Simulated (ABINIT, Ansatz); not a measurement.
## BaAl3 (Fm-3m): zone-centre phonons

Aim: the zone-centre modes of BaAl3 (Fm-3m).

Main program and level: ABINIT 10.8.3; DFT LDA, scalar-relativistic, plane waves, PseudoDojo norm-conserving pseudopotentials.

The structure was built from a prototype and need not be the compound's stable phase.

**1. Starting point**

The structure is cubic, space group Fm-3m (No. 225). Conventional cell: a = 7.124 Å, b = 7.124 Å, c = 7.124 Å, α = 90.00°, β = 90.00°, γ = 90.00°. Nearest to Ba lie 8 Al at 3.08 Å. Nearest to Al lie 8 Al at 3.08 Å. Nearest to Al lie 4 Al at 3.08 Å and 4 Ba at 3.08 Å. Farther neighbours are not listed.

**2. Relaxation**

The harmonic expansion needs vanishing forces, and a free crystal bears no stress, so cell and atoms are brought to rest. Stress is more sensitive to the basis than forces are: the last 3 Ha under the cutoff are smoothed with ecutsm, and the cutoff is raised above that of the later runs.

The starting cell comes from a relaxation made beforehand in Ansatz (LDA, PseudoDojo NC).

File relax.abi:

```
# relaxation
ionmov 2
optcell 2
dilatmx 1.08
ntime 40
tolmxf 1.0d-05
tolvrs 1.0d-14
prtwf 0
prtden 0
chksymtnons 0

# basis, mesh and filling
ecut 28.0
ecutsm 3.0
ngkpt 6 6 6
nshiftk 1
shiftk 0.0 0.0 0.0
istwfk *1
occopt 7
tsmear 0.01
nband 16
nstep 100
diemac 1000000.0
prtebands 0
prtgsr 0
useylm 1

# cell and atoms
acell 3*1.0 Angstrom
rprim 
    -3.561763988 0.0 3.561763988
    0.0 3.561763988 3.561763988
    -3.561763988 3.561763988 0.0
ntypat 2
znucl 56 13
natom 4
typat 1 2 2 2
xred 
    0.0 0.0 0.0
    0.5 0.5 0.5
    0.75 0.75 0.75
    0.25 0.25 0.25
pp_dirpath "./pseudo"
pseudos "Ba.upf, Al.upf"
```

Run with:

```sh
OMP_NUM_THREADS=1 mpirun -n 4 abinit relax.abi > relax.log
```

Numbers of over 12 decimals in the logs are rounded to 6 here.

relax.abo, the main output file:

```text
[banners, grids, parts of the stress and lines that vanish by symmetry left out]
- input  file    -> relax.abi
- output file    -> relax.abo
- root for input  files -> relaxi
[...]
Symmetries : space group Fm -3 m (#225); Bravais cF (face-center cubic)
[...]
mpw =        5521          nfft =      125000          nkpt =          16
[...]
== DATASET  1 ==================================================================
[...]
cutoff_energies: {ecut:  28.0, pawecutdg:  -1.0, }
[...]
ETOT  1  -35.231776237039    -3.523E+01 2.666E-02 2.840E+01
 ETOT  2  -35.245916440132    -1.414E-02 3.654E-03 6.829E-01
 ETOT  3  -35.245980243954    -6.380E-05 1.008E-03 4.868E-03
 ETOT  4  -35.245980764249    -5.203E-07 4.575E-04 9.509E-05
 ETOT  5  -35.245980770763    -6.514E-09 4.915E-04 1.923E-07
[...]
At SCF step    9       vres2   =  2.05E-15 < tolvrs=  1.00E-14 =>converged.
[...]
sigma(1 1)= -1.25749471E-05  sigma(3 2)=  0.00000000E+00
  sigma(2 2)= -1.25749471E-05  sigma(3 1)=  0.00000000E+00
  sigma(3 3)= -1.25749471E-05  sigma(2 1)=  0.00000000E+00
[...]
convergence: {deltae:  3.482E-13, res2:  2.048E-15, residm:  8.458E-05, diffor: null, }
etotal    :  -3.52459808E+01
[...]
ETOT  1  -35.245984615715    -3.525E+01 3.000E-05 5.342E-02
[...]
At SCF step    8       vres2   =  4.17E-16 < tolvrs=  1.00E-14 =>converged.
[...]
sigma(1 1)= -1.08610144E-05  sigma(3 2)=  0.00000000E+00
  sigma(2 2)= -1.08610144E-05  sigma(3 1)=  0.00000000E+00
  sigma(3 3)= -1.08610144E-05  sigma(2 1)=  0.00000000E+00
[...]
convergence: {deltae:  2.274E-13, res2:  4.171E-16, residm:  6.397E-06, diffor: null, }
etotal    :  -3.52459889E+01
[...]
ETOT  1  -35.245840374201    -3.525E+01 4.629E-05 2.177E+00
[...]
At SCF step    9       vres2   =  4.82E-16 < tolvrs=  1.00E-14 =>converged.
[...]
sigma(1 1)= -1.26572938E-07  sigma(3 2)=  0.00000000E+00
  sigma(2 2)= -1.26572938E-07  sigma(3 1)=  0.00000000E+00
  sigma(3 3)= -1.26572938E-07  sigma(2 1)=  0.00000000E+00
[...]
convergence: {deltae:  8.669E-13, res2:  4.825E-16, residm:  1.619E-05, diffor: null, }
etotal    :  -3.52460130E+01
[...]
ETOT  1  -35.246012990672    -3.525E+01 8.450E-06 3.077E-04
[...]
ETOT  6  -35.246013015195    -6.892E-13 9.378E-07 1.587E-14
 ETOT  7  -35.246013015196    -1.080E-12 9.059E-08 2.723E-16
 At SCF step    7       vres2   =  2.72E-16 < tolvrs=  1.00E-14 =>converged.
[...]
sigma(1 1)= -1.30863811E-09  sigma(3 2)=  0.00000000E+00
  sigma(2 2)= -1.30863811E-09  sigma(3 1)=  0.00000000E+00
  sigma(3 3)= -1.30863811E-09  sigma(2 1)=  0.00000000E+00
[...]
convergence: {deltae: -1.080E-12, res2:  2.723E-16, residm:  9.059E-08, diffor: null, }
etotal    :  -3.52460130E+01
[...]
At Broyd/MD step   4, gradients are converged :
[...]
sigma(1 1)= -1.30863811E-09  sigma(3 2)=  0.00000000E+00
  sigma(2 2)= -1.30863811E-09  sigma(3 1)=  0.00000000E+00
  sigma(3 3)= -1.30863811E-09  sigma(2 1)=  0.00000000E+00
[...]
- sigma(1 1)= -3.85014624E-05  sigma(3 2)=  0.00000000E+00
- sigma(2 2)= -3.85014624E-05  sigma(3 1)=  0.00000000E+00
- sigma(3 3)= -3.85014624E-05  sigma(2 1)=  0.00000000E+00
[...]
fcart     -0.0000000000E+00 -0.0000000000E+00 -0.0000000000E+00
           strten     -1.3086381093E-09 -1.3086381093E-09 -1.3086381093E-09
================================================================================

[key lines of the parts left out:]
pressure_GPa:   3.8501E-05
Total energy (etotal) [Ha]= -3.52460130151958E+01
```

Run time: 50 s. Hardware: 4 MPI ranks of Arm Neoverse V1, shared host.

The steps of the relaxation:

```
step  energy less that of the first step (eV)  largest force (eV/Å)  volume (Å³)
   1                                   0.0000                0.0000        90.37
   2                                  -0.0002                0.0000        90.47
   3                                  -0.0009                0.0000        91.13
   4                                  -0.0009                0.0000        91.14
```

```
conventional cell, symmetrised  before  after  change
                         a (Å)   7.124  7.144  +0.3 %
                         b (Å)   7.124  7.144  +0.3 %
                         c (Å)   7.124  7.144  +0.3 %
              volume (Å³/atom)   22.59  22.78  +0.8 %
```

Final coordinates:

```cif
data_structure
_symmetry_space_group_name_H-M 'P 1'
_symmetry_Int_Tables_number 1
_cell_length_a 5.0513
_cell_length_b 5.0513
_cell_length_c 5.0513
_cell_angle_alpha 60.000
_cell_angle_beta 60.000
_cell_angle_gamma 60.000
_cell_volume 91.14
loop_
_atom_site_label
_atom_site_type_symbol
_atom_site_fract_x
_atom_site_fract_y
_atom_site_fract_z
_atom_site_occupancy
Ba1 Ba 0.00000 0.00000 0.00000 1
Al2 Al 0.50000 0.50000 0.50000 1
Al3 Al 0.75000 0.75000 0.75000 1
Al4 Al 0.25000 0.25000 0.25000 1
```

Numbers from this step:

```yaml
volume_per_atom: 22.78 Å³
pressure: 3.85e-5 GPa
gap_on_the_k_mesh: 0 eV
```

The volume changes by +0.8 % from the cell with which this run began.

**3. Self-consistent run for the response**

First-order wavefunctions inherit every error of the ground state, hence the very tight tolvrs. Occupations are smeared.

File gs.abi:

```
# ground state
tolvrs 1.0d-16
prtden 1
prtwf 1

# basis, mesh and filling
ecut 21.5
ngkpt 6 6 6
nshiftk 1
shiftk 0.0 0.0 0.0
istwfk *1
occopt 7
tsmear 0.01
nband 16
nstep 100
diemac 1000000.0
prtebands 0
prtgsr 0
useylm 1

# cell and atoms
acell 3*1.0 Angstrom
rprim 
    -3.571795578 0.0 3.571795578
    0.0 3.571795578 3.571795578
    -3.571795578 3.571795578 0.0
ntypat 2
znucl 56 13
natom 4
typat 1 2 2 2
xred 
    0.0 0.0 0.0
    0.5 0.5 0.5
    0.75 0.75 0.75
    0.25 0.25 0.25
pp_dirpath "./pseudo"
pseudos "Ba.upf, Al.upf"
```

Run with:

```sh
OMP_NUM_THREADS=1 mpirun -n 4 abinit gs.abi > gs.log
```

gs.abo, the main output file:

```text
[banners, grids, parts of the stress and lines that vanish by symmetry left out]
- input  file    -> gs.abi
- output file    -> gs.abo
- root for input  files -> gsi
[...]
Symmetries : space group Fm -3 m (#225); Bravais cF (face-center cubic)
[...]
mpw =        2954          nfft =       64000          nkpt =          16
[...]
== DATASET  1 ==================================================================
[...]
cutoff_energies: {ecut:  21.5, pawecutdg:  -1.0, }
[...]
ETOT  1  -35.231223402864    -3.523E+01 2.953E-02 1.354E+01
 ETOT  2  -35.245883650475    -1.466E-02 3.305E-03 5.526E-01
 ETOT  3  -35.245978156306    -9.451E-05 1.242E-03 4.044E-03
 ETOT  4  -35.245978965519    -8.092E-07 5.379E-04 6.040E-05
 ETOT  5  -35.245978975117    -9.598E-09 2.084E-04 1.593E-06
[...]
ETOT 10  -35.245978975336     1.258E-12 8.776E-05 1.985E-16
 ETOT 11  -35.245978975336     4.974E-14 5.319E-05 3.472E-19
 At SCF step   11       vres2   =  3.47E-19 < tolvrs=  1.00E-16 =>converged.
[...]
sigma(1 1)=  2.23976947E-07  sigma(3 2)=  0.00000000E+00
  sigma(2 2)=  2.23976947E-07  sigma(3 1)=  0.00000000E+00
  sigma(3 3)=  2.23976947E-07  sigma(2 1)=  0.00000000E+00
[...]
convergence: {deltae:  4.974E-14, res2:  3.472E-19, residm:  5.319E-05, diffor: null, }
etotal    :  -3.52459790E+01
[...]
sigma(1 1)=  2.23976947E-07  sigma(3 2)=  0.00000000E+00
  sigma(2 2)=  2.23976947E-07  sigma(3 1)=  0.00000000E+00
  sigma(3 3)=  2.23976947E-07  sigma(2 1)=  0.00000000E+00
[...]
- sigma(1 1)=  6.58962928E-03  sigma(3 2)=  0.00000000E+00
- sigma(2 2)=  6.58962928E-03  sigma(3 1)=  0.00000000E+00
- sigma(3 3)=  6.58962928E-03  sigma(2 1)=  0.00000000E+00
[...]
fcart     -0.0000000000E+00 -0.0000000000E+00 -0.0000000000E+00
           strten      2.2397694660E-07  2.2397694660E-07  2.2397694660E-07
================================================================================

[key lines of the parts left out:]
pressure_GPa:  -6.5896E-03
```

Elapsed: 10 s, on 4 MPI ranks; 40 s of CPU time.

Read from the output:

| Item | Value |
| --- | --- |
| pressure | -0.006590 GPa |

The cell stands at -0.0066 GPa, close enough for phonons.

[end of part 1 of 3]

[Host names and launcher messages were left out of these logs when they were recorded.]

[Logs are printed without paths, hosts, clocks, repeated set-up lines and the standing remarks that a program may print on its own settings, such as how far it seeks lower states.]

[Hosts, paths, dates, database ids (printed as entryN), source tags and the programs' standing remarks are cut or masked in the printed files.]
